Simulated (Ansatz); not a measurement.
# Vibrations of species on Co(0001), part 3 of 3

Aim: bond lengths and vibrational modes of species bound on Co(0001).

Ansatz 0.2.0; DFT PBE, scalar-relativistic, plane waves, PAW; PAW set soft_1.

So far. Step 5 (Relaxation in the fixed cell: Cl at the hcp hollow …): The largest force component left on a free atom is 2.2 meV/Å. Step 6 (Modes of the chosen sites: Cl at the hcp hollow site …): The highest mode of the block lies at 284.0 cm⁻¹; the acoustic sum rule moved it by 0.0 cm⁻¹.

## 7. Relaxation in the fixed cell: Cl at the hcp hollow site, 0.25 monolayer

The slab carries Cl at the hcp hollow site, 0.25 monolayer. The typed slab is scaled evenly to the volume of the relaxed bulk, at the typed c/a. The lowest layers are held, and the other atoms relax. The program lengthens the typed cell of 22.7 Å along the normal to 39.4 Å, as its cut-off of the electrostatics needs, and moves no atom.

System of this step: Cl at the hcp hollow site, 0.25 monolayer on Co(0001). The cell holds 17 atoms: 16 Co and 1 Cl. Its edges and angles: a = 4.985 Å, b = 4.985 Å, c = 39.355 Å, α = 90.0°, β = 90.0°, γ = 60.0°. It derives from Co. Vacuum lies along c.

Input file input.yaml:

```yaml
crystal:
  lattice:
    - [4.9850478066, 0.0, 0.0]
    - [2.4925239033, 4.3171810118, 0.0]
    - [0.0, 0.0, 22.732525875]
  atoms:
    - { symbol: Co, position: [0.833333, 0.333333, 0.328937], spin: 1.6 }
    - { symbol: Co, position: [0.333333, 0.333333, 0.328937], spin: 1.6 }
    - { symbol: Co, position: [0.833333, 0.833333, 0.328937], spin: 1.6 }
    - { symbol: Co, position: [0.333333, 0.833333, 0.328937], spin: 1.6 }
    - { symbol: Co, position: [0.0, 0.0, 0.41775], spin: 1.6 }
    - { symbol: Co, position: [0.5, 0.0, 0.41775], spin: 1.6 }
    - { symbol: Co, position: [0.0, 0.5, 0.41775], spin: 1.6 }
    - { symbol: Co, position: [0.5, 0.5, 0.41775], spin: 1.6 }
    - { symbol: Co, position: [0.833333, 0.333333, 0.506563], spin: 1.6 }
    - { symbol: Co, position: [0.333333, 0.333333, 0.506563], spin: 1.6 }
    - { symbol: Co, position: [0.833333, 0.833333, 0.506563], spin: 1.6 }
    - { symbol: Co, position: [0.333333, 0.833333, 0.506563], spin: 1.6 }
    - { symbol: Co, position: [0.0, 0.0, 0.595376], spin: 1.6 }
    - { symbol: Co, position: [0.5, 0.0, 0.595376], spin: 1.6 }
    - { symbol: Co, position: [0.0, 0.5, 0.595376], spin: 1.6 }
    - { symbol: Co, position: [0.5, 0.5, 0.595376], spin: 1.6 }
    - { symbol: Cl, position: [0.333333, 0.333333, 0.671063] }
  periodic: [true, true, false]
kpoints:
  mp_grid: { grid: [6, 6, 1] }
hamiltonian:
  xc: pbe
  pseudopotentials: { kind: paw, azcp: { folder: soft_1 } }
scf:
  occupations: { method: gaussian, width: 0.1 }
output:
  forces: true
  eigenvalues: true
  populations: true
magnetization:
  spin_polarized: true
relax:
  adjacent_minimum: "off"
  f_tol: 0.003
  max_steps: 120
  constraints: [{ sites: [0, 1, 2, 3, 4, 5, 6, 7] }]
```

Command:

```console
ansatz run input.yaml --threads 8 --pin off --max-ram 20480MiB --backend cpu --events-out ev --progress --plain --runs-dir out
```

Numbers of over 12 decimals in the logs are rounded to 6 here.

Output:

```text
[...]
Crystal: 17 atoms, lattice volume = 846.968 Å³
Basis set: ecut = 420 eV, 16529 PW (Γ), exchange–correlation on 72×72×540 points (8 copies of the dense FFT grid, shifted against one another)
Bands: 183, of which v1, the nominal top of the filled ones, is band 140 counted from 1 (139 counted from 0)
Symmetry: 6 space group operations
[...]
1     Co     16.7800     1.8258
     2     Co     16.7851     1.8110
     3     Co     16.7851     1.8110
     4     Co     16.7773     1.7704
     5     Co     16.7787     1.7694
     6     Co     16.7787     1.7694
     7     Co     16.7787     1.7694
[...]
13     Co     16.6823     1.7438
    14     Co     16.6823     1.7438
    15     Co     16.6823     1.7438
    16     Cl      7.3384     0.1306
  spilling = 0.012710 (of n_electrons = 279.000000)
[key lines of the parts left out:]
SCF converged after 9 iterations
Magnetization: 27.5274 μB (153.2637 up, 125.7363 down)
Free energy (F): -83094.360412 eV
Fermi energy:    -4.967279 eV
```

Run time: 9.1 min. Hardware: 8 threads of Arm Neoverse N1, shared host; peak memory 5.8 GiB; 71 min of CPU time.

Step by step:

```
step  energy less that of the first step (eV)  largest force component (eV/Å)
   1                                   0.0000                          1.0586
   2                                  -0.0923                          0.7258
   3                                  -0.1577                          0.1037
   4                                  -0.1579                          0.0587
   5                                  -0.1587                          0.0042
   6                                  -0.1587                          0.0011
```

The run keeps the 6 symmetry operations that it works with, so distortions that break them were not tested.

The atoms that moved most (Å):

```
atom      dx      dy      dz  length
Cl17   0.000   0.000   0.114   0.114
Co13   0.000   0.000  -0.079   0.079
Co10   0.000   0.000   0.052   0.052
 Co9   0.000   0.008   0.041   0.042
Co12   0.007  -0.004   0.041   0.042
Co11  -0.007  -0.004   0.041   0.042
Co15  -0.020   0.011   0.003   0.023
Co14   0.000  -0.023   0.003   0.023
```

The largest force component left on a free atom is 1.1 meV/Å.

## 8. Modes of the chosen sites: Cl at the hcp hollow site, 0.25 monolayer

Only 4 sites are displaced (3 Co and 1 Cl), with their periodic images, and all others stay at rest. This gives the modes that are localised on these sites for less work than the whole matrix.

Input file input.yaml:

```yaml
crystal:
  lattice:
    - [4.9850495226, 0.0, 0.0]
    - [2.4925247613, 4.3171795257, 0.0]
    - [0.0, 0.0, 39.354776295]
  atoms:
    - { symbol: Co, position: [0.8333333333, 0.3333333333, 0.1900041003], spin: 1.99 }
    - { symbol: Co, position: [0.3333333333, 0.3333333333, 0.1900041003], spin: 2.01 }
    - { symbol: Co, position: [0.8333333333, 0.8333333333, 0.1900041003], spin: 1.99 }
    - { symbol: Co, position: [0.3333333333, 0.8333333333, 0.1900041003], spin: 1.99 }
    - { symbol: Co, position: [0.0, 0.0, 0.2413052132], spin: 1.94 }
    - { symbol: Co, position: [0.5, 0.0, 0.2413052132], spin: 1.95 }
    - { symbol: Co, position: [0.0, 0.5, 0.2413052132], spin: 1.95 }
    - { symbol: Co, position: [0.5, 0.5, 0.2413052132], spin: 1.95 }
    - { symbol: Co, position: [0.8323791086, 0.3352417828, 0.2936431992], spin: 1.91 }
    - { symbol: Co, position: [0.3333333333, 0.3333333333, 0.2939385712], spin: 1.99 }
    - { symbol: Co, position: [0.8323791086, 0.8323791086, 0.2936431992], spin: 1.91 }
    - { symbol: Co, position: [0.3352417828, 0.8323791086, 0.2936431992], spin: 1.91 }
    - { symbol: Co, position: [0.0, 0.0, 0.3418963156], spin: 2.06 }
    - { symbol: Co, position: [0.502634307, -0.005268614, 0.3439870697], spin: 1.93 }
    - { symbol: Co, position: [-0.005268614, 0.502634307, 0.3439870697], spin: 1.93 }
    - { symbol: Co, position: [0.502634307, 0.502634307, 0.3439870697], spin: 1.93 }
    - { symbol: Cl, position: [0.3333333333, 0.3333333333, 0.390522666] }
  periodic: [true, true, false]
kpoints:
  mp_grid: { grid: [6, 6, 1] }
hamiltonian:
  xc: pbe
  pseudopotentials: { kind: paw, azcp: { folder: soft_1 } }
scf:
  occupations: { method: gaussian, width: 0.1 }
output:
  eigenvalues: true
magnetization:
  spin_polarized: true
phonons:
  method: fd
  supercell: [1, 1, 1]
  displaced_sites: [13, 14, 15, 16]
  rigid_motions: translations
```

Output:

```text
[...]
Crystal: 17 atoms, lattice volume = 846.968 Å³
Basis set: ecut = 420 eV, 16529 PW (Γ), exchange–correlation on 72×72×540 points (8 copies of the dense FFT grid, shifted against one another)
Bands: 187, of which v1, the nominal top of the filled ones, is band 140 counted from 1 (139 counted from 0)
Symmetry: 6 space group operations
[...]
force constants formed among 4 of 17 sites (Co 13, Co 14, Co 15, Cl 16); the other 13 at rest. The modes move the named sites alone.
[...]
transpose residual: 4.4e-5 eV/Å²
[...]
unstable modes among the named sites: 0
  frequencies as built, with no sum rule (cm⁻¹): 86.82 86.82 143.83 143.83 153.81 159.76 191.71 191.71 204.27 227.49 227.49 298.93
  zero-point energy: 0.131203 eV/cell   skipped modes (ω ≤ 0): 0
[...]
[key lines of the parts left out:]
SCF converged after 9 iterations
Magnetization: 27.5274 μB (153.2637 up, 125.7363 down)
Free energy (F): -83094.360412 eV
Fermi energy:    -4.967279 eV
```

Run time: 19 min. Hardware: 8 threads; peak memory 8.1 GiB.

The other atoms of the cell are at rest; shares are of the kinetic energy, a minus sign marks an imaginary mode, and where like sites share a mode the one named is one choice of several. Modes of the displaced sites:

```
mode  frequency (cm⁻¹)  share of Co (%)  share of Cl (%)  site with the largest share  its share (%)
   1              86.8               38               62                         Cl17             62
   2              86.8               38               62                         Cl17             62
   3             143.8               72               28                         Co14             41
   4             143.8               72               28                         Co16             32
   5             153.8               64               36                         Cl17             36
   6             159.8              100                0                         Co14             33
   7             191.7               93                7                         Co16             40
   8             191.7               93                7                         Co14             50
   9             204.3               74               26                         Cl17             26
  10             227.5               98                2                         Co16             39
  11             227.5               98                2                         Co14             45
  12             298.9               61               39                         Cl17             39
```

The same force constants with another mass on the added atoms, against the natural mean mass; listed are the real modes with at least half of their motion on these atoms, followed through small steps of mass, less those that pass through avoided crossings, where the squared overlap of new and old mass-weighted patterns is under 0.8. Modes after a change of mass:

```
substitution  mode  frequency (cm⁻¹)  after (cm⁻¹)  ratio
        37Cl     1              86.8          85.7  1.013
        37Cl     2              86.8          85.7  1.013
```

The highest mode of the block lies at 298.9 cm⁻¹; the acoustic sum rule moved it by 0.0 cm⁻¹.

## 9. The series together

The members are set side by side.

The anchoring bond is the shortest distance from the first added atom to the slab, and like atoms elsewhere in the cell can differ; degenerate modes stand as often as they occur. The species side by side:

```
                  species  coverage (monolayer)  anchoring bond  its length (Å)  highest level (cm⁻¹)  second (cm⁻¹)  third (cm⁻¹)
Cl at the hcp hollow site                     1           Cl-Co           2.518                 181.5          94.87         84.66
Cl at the hcp hollow site                   0.5           Cl-Co           2.337                   284          209.2           175
Cl at the hcp hollow site                  0.25           Cl-Co           2.343                 298.9          227.5         227.5
```

## 10. What came out

```yaml
highest_mode_of_the_block_of_2_sites_cl_at_the_hcp_hollow_site_1_monolayer: 181.5 cm⁻¹
highest_mode_of_the_block_of_3_sites_cl_at_the_hcp_hollow_site_0p5_monolayer: 284.0 cm⁻¹
highest_mode_of_the_block_of_4_sites_cl_at_the_hcp_hollow_site_0p25_monolayer: 298.9 cm⁻¹
```

The block has imaginary modes with Cl at the hcp hollow site, 1 monolayer: the structure there is a saddle held by symmetry, a lower one exists, and its modes can differ widely from these. With Cl at the hcp hollow site, 1 monolayer the highest mode of the block lies at 182 cm⁻¹, 97 % on Co. With Cl at the hcp hollow site, 0.5 monolayer the highest mode of the block lies at 284 cm⁻¹, 85 % on Co and 15 % on Cl. With Cl at the hcp hollow site, 0.25 monolayer the highest mode of the block lies at 299 cm⁻¹, 61 % on Co and 39 % on Cl. With all atoms beyond the displaced ones at rest, modes that spread into the slab are only rough; stretches of light atoms, well above the modes of the substrate atoms, are the least affected. Periodic images of the cell move in phase at the zone centre, so coupling to the images is part of these frequencies. These are harmonic frequencies at zero temperature: anharmonic shifts, linewidths and thermal expansion are left out. The slab runs start from parallel moments, as in the ferromagnetic bulk.

[Logs are printed without paths, hosts, clocks, repeated set-up lines and the standing remarks that a program may print on its own settings, such as how far it seeks lower states.]

[Hosts, paths, dates, database ids (printed as entryN), source tags and the programs' standing remarks are cut or masked in the printed files.]
